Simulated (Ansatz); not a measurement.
# What TaAgS3 (model cell, started as cubic perovskite with Ta in the octahedra) distorts into, part 3 of 3

Wanted: the energy along a soft mode of TaAgS3 (model cell, started as cubic perovskite with Ta in the octahedra) and the structure at the end.

Ansatz 0.2.0; DFT PBE, scalar-relativistic, plane waves, PAW.

So far. Step 5 (Energy along the mode, all amplitudes (two of the runs …): The lowest of the steps tried is the last one, at 0.6 Å, 145 meV/atom below the parent; the bottom of the well need not coincide with a step. Step 7 (The new phase in its own primitive cell): The largest force component left is 0.69 meV/Å and the pressure is 0.001 GPa, within the tolerances set. The cell now holds 19.96 Å³/atom. The relaxed cell has a, b, c = 7.091, 9.139, 6.161 Å (conventional setting).

The structure was built from a prototype and need not be the compound's stable phase.

### Step 8. Modes of the new phase

A relaxed structure may still be a saddle point, so its zone-centre modes are computed. No field response is asked, since the mesh shows no gap.

The input, input.yaml:

```yaml
crystal:
  lattice:
    - [-3.5455488952, 4.5696156439, 3.0804726703]
    - [3.5455488952, -4.5696156439, 3.0804726703]
    - [3.5455488952, 4.5696156439, -3.0804726703]
  atoms:
    - { symbol: Ag, position: [0.186089077, 0.936089077, 0.25] }
    - { symbol: Ag, position: [0.813910923, 0.063910923, 0.75] }
    - { symbol: Ta, position: [0.5, 0.5, 0.0] }
    - { symbol: Ta, position: [0.0, 0.5, 0.5] }
    - { symbol: S, position: [0.5951198386, 0.3451198386, 0.25] }
    - { symbol: S, position: [0.4048801614, 0.6548801614, 0.75] }
    - { symbol: S, position: [0.1782398079, 0.0, 0.6782398079] }
    - { symbol: S, position: [0.8217601921, 0.0, 0.3217601921] }
    - { symbol: S, position: [0.8217601921, 0.5, 0.8217601921] }
    - { symbol: S, position: [0.1782398079, 0.5, 0.1782398079] }
kpoints:
  mp_grid: { grid: [8, 8, 8] }
hamiltonian:
  xc: pbe
scf:
  occupations: { method: methfessel_paxton, width: 0.2 }
output:
  eigenvalues: true
phonons:
  method: dfpt
```

Launch:

```bash
> ansatz run input.yaml --threads 8 --pin off --max-ram 14336MiB --backend cpu --events-out ev --progress --plain --runs-dir out
```

Numbers of over 12 decimals in the logs are rounded to 6 here.

The program printed:

```text
Engine: ansatz 0.2.0, aarch64-unknown-linux-gnu
Pseudopotentials: kind: paw
Pseudopotential: Ag, paw, valence charge 19, recommended cutoff 420 eV (normal), Ag.paw.azcp
Pseudopotential: Ta, paw, valence charge 13, recommended cutoff 420 eV (normal), Ta.paw.azcp
Pseudopotential: S, paw, valence charge 6, recommended cutoff 420 eV (normal), S.paw.azcp
Functional definition: PBE
  parameter kappa = 0.804
  parameter beta = 0.066725
  exchange = pbe_x(kappa = kappa, mu = beta*pi^2/3)
  correlation = pbe_c(beta = beta)
Crystal: 10 atoms, lattice volume = 199.637 Å³
Basis set: ecut = 420 eV, 3875 PW (Γ), exchange–correlation on 96×96×96 points (8 copies of the dense FFT grid, shifted against one another)
Bands: 60, of which v1, the nominal top of the filled ones, is band 50 counted from 1 (49 counted from 0)
Symmetry: 8 space group operations
k-points: 260 of 512 (irreducible under 1 space group operation, time reversal used)
Non-local potential: Ag, projectors of the file, l = 0: 3, l = 1: 2, l = 2: 2, l = 3: 1
Non-local potential: Ta, projectors of the file, l = 0: 3, l = 1: 2, l = 2: 2, l = 3: 1
Non-local potential: S, projectors of the file, l = 0: 2, l = 1: 2, l = 2: 2
PAW form: soft (Blöchl's): semilocal exchange-correlation on the pseudo side does not see the compensation charge
PAW one-centre angular grid: Ag, 590 points (default); XC on 64 Gauss nodes
PAW one-centre angular grid: Ta, 590 points (default); XC on 64 Gauss nodes
PAW one-centre angular grid: S, 110 points (default); XC on 64 Gauss nodes
Initial density: superposition of atomic densities (neutral atoms: chi_scale 0, normalization atom), corrected by the library's trained network
Initial wavefunctions: pseudopotential atomic-orbital guess
Functional: x = pbe(κ = 0.804, μ = 0.219515), c = pbe(β = 0.066725)
SCF iter   1: F=—  HF=-40463.281825 eV  |F-HF|=—  |Δ(HF+E_count)|=         —  Δρ=3.34e-3  dr2=2.71e-2  ethr=1.77e-3  ⟨swp⟩=5.9  Hψ=56528  notcnv=0
preconditioner: auto → Kerker (q_TF=auto, 2.431 Å⁻¹)  [metal: Δε(μ)=0.008 eV  Ē_g=7.312 eV  σ=0.200 eV  W_gap=0.03  n_scr=54 (ndim 8)  ℏωp=21.7 eV  f_vac=0.005  D(μ)=1.52/eV (n_scr^D=4)]
SCF iter   2: F=—  HF=-40463.281297 eV  |F-HF|=—  |Δ(HF+E_count)|=   5.27e-4  S|Δr|=    0.00e0  Δρ=1.92e-3  dr2=1.04e-2  ethr=2.71e-5  ⟨swp⟩=2.0  Hψ=19856  notcnv=0
SCF iter   3: F=—  HF=-40463.280910 eV  |F-HF|=—  |Δ(HF+E_count)|=   3.87e-4  S|Δr|=    0.00e0  Δρ=2.71e-4  dr2=1.29e-4  ethr=1.04e-5  ⟨swp⟩=2.2  Hψ=21311  notcnv=0
SCF iter   4: F=—  HF=-40463.280928 eV  |F-HF|=—  |Δ(HF+E_count)|=   1.79e-5  S|Δr|=    0.00e0  Δρ=1.05e-4  dr2=2.10e-5  ethr=1.29e-7  ⟨swp⟩=2.1  Hψ=23122  notcnv=0
SCF iter   5: F=—  HF=-40463.280941 eV  |F-HF|=—  |Δ(HF+E_count)|=   1.30e-5  S|Δr|=    0.00e0  Δρ=3.20e-5  dr2=2.11e-6  ethr=2.10e-8  ⟨swp⟩=2.0  Hψ=22260  notcnv=0
SCF iter   6: F=—  HF=-40463.280871 eV  |F-HF|=—  |Δ(HF+E_count)|=   6.96e-5  S|Δr|=    0.00e0  Δρ=1.17e-5  dr2=3.37e-7  ethr=2.11e-9  ⟨swp⟩=2.0  Hψ=21371  notcnv=0
SCF iter   7: F=—  HF=-40463.280872 eV  |F-HF|=—  |Δ(HF+E_count)|=   2.55e-7  S|Δr|=    0.00e0  Δρ=2.59e-6  dr2=2.74e-8  ethr=3.37e-10  ⟨swp⟩=2.0  Hψ=21909  notcnv=0
SCF iter   8: F=—  HF=-40463.280872 eV  |F-HF|=—  |Δ(HF+E_count)|=   2.40e-8  S|Δr|=    0.00e0  Δρ=9.41e-7  dr2=4.42e-9  ethr=2.74e-11  ⟨swp⟩=2.0  Hψ=23491  notcnv=0
SCF iter   9: F=—  HF=-40463.280872 eV  |F-HF|=—  |Δ(HF+E_count)|=   1.96e-9  S|Δr|=    0.00e0  Δρ=3.18e-7  dr2=4.41e-10  ethr=4.42e-12  ⟨swp⟩=2.0  Hψ=23432  notcnv=0
SCF iter  10: F=—  HF=-40463.280872 eV  |F-HF|=—  |Δ(HF+E_count)|=  1.09e-10  S|Δr|=    0.00e0  Δρ=1.06e-7  dr2=3.38e-11  ethr=1.00e-12  ⟨swp⟩=2.0  Hψ=20462  notcnv=0
SCF iter  11: F=-40463.280872 eV  HF=-40463.280872 eV  |F-HF|=7.28e-12  |Δ(HF+E_count)|=  2.91e-11  S|Δr|=    0.00e0  Δρ=3.46e-8  dr2=2.33e-12  ethr=1.00e-12  ⟨swp⟩=10.9  Hψ=75351  notcnv=0
SCF 1 converged in 11 iterations: F = -40463.280872 eV  dr2 = 2.33e-12
[...]
DFPT response loops at Γ: preconditioner auto → Kerker (q_TF=auto, 2.431 Å⁻¹) (partly filled bands, converged f_vac=0.005); β = 1.00, the filter's whole step (`scf.mixing.beta` (0.50) is not read by the response loops under this deck's `scf.mixing.preconditioner`; to damp them name `kerker` or `kerker_dos`, under which they read `scf.mixing.beta`, and type it under 1.00, their step now; both keys bind the ground state too); Broyden in place of MSR1
```

Wall time 14 min (8 threads of Arm Neoverse N1, shared host); peak memory 7.9 GiB.

The run was cut off at the time limit after its SCF cycle had converged; no result of it is taken.

The program's message: “Warning: RAYON”

### Step 9. Results

| Property | Result |
| --- | --- |
| unstable mode of the parent | q = (-0.5, -0.5, -0.5), 174i cm⁻¹ |
| depth at the lowest point sampled | 145 meV/atom |
| largest atomic shift at that point | 0.6 Å |
| space group reached (within 0.01 Å) | Imma |
| energy gained over the parent (first relaxation, on the mesh of the frozen mode) | 283 meV/atom |
| volume per atom, phase reached | 20.0 Å³ |

What this shows: Along this mode the structure falls into Imma, 283 meV/atom below the parent. At the parent's cell the well is 144.9 meV/atom deep on the steps tried, with its lowest point at a shift of 0.6 Å. That is the last step tried, so the steps alone don't bracket the bottom of the well. Relaxing atoms and cell changes the gain by +138.29 meV/atom against the lowest step (energies at zero smearing). The modes of the phase reached were not computed on this path. Of the 6 patterns followed to their end from this parent, this one reaches the lowest energy. Each path keeps the symmetry of its pattern, so a lower phase may lie along a pattern not tried. With no gap, or one that is small against the smearing, the frequencies hang on the k mesh and the smearing, most of all near Kohn anomalies. Spin-orbit coupling is left out, which can matter for the heavy elements here. The starting cell was built on a prototype and not taken from a measurement, so the phase need not exist.

[Logs are printed without paths, hosts, clocks, repeated set-up lines and the standing remarks that a program may print on its own settings, such as how far it seeks lower states.]

[Hosts, paths, dates, database ids (printed as entryN), source tags and the programs' standing remarks are cut or masked in the printed files.]
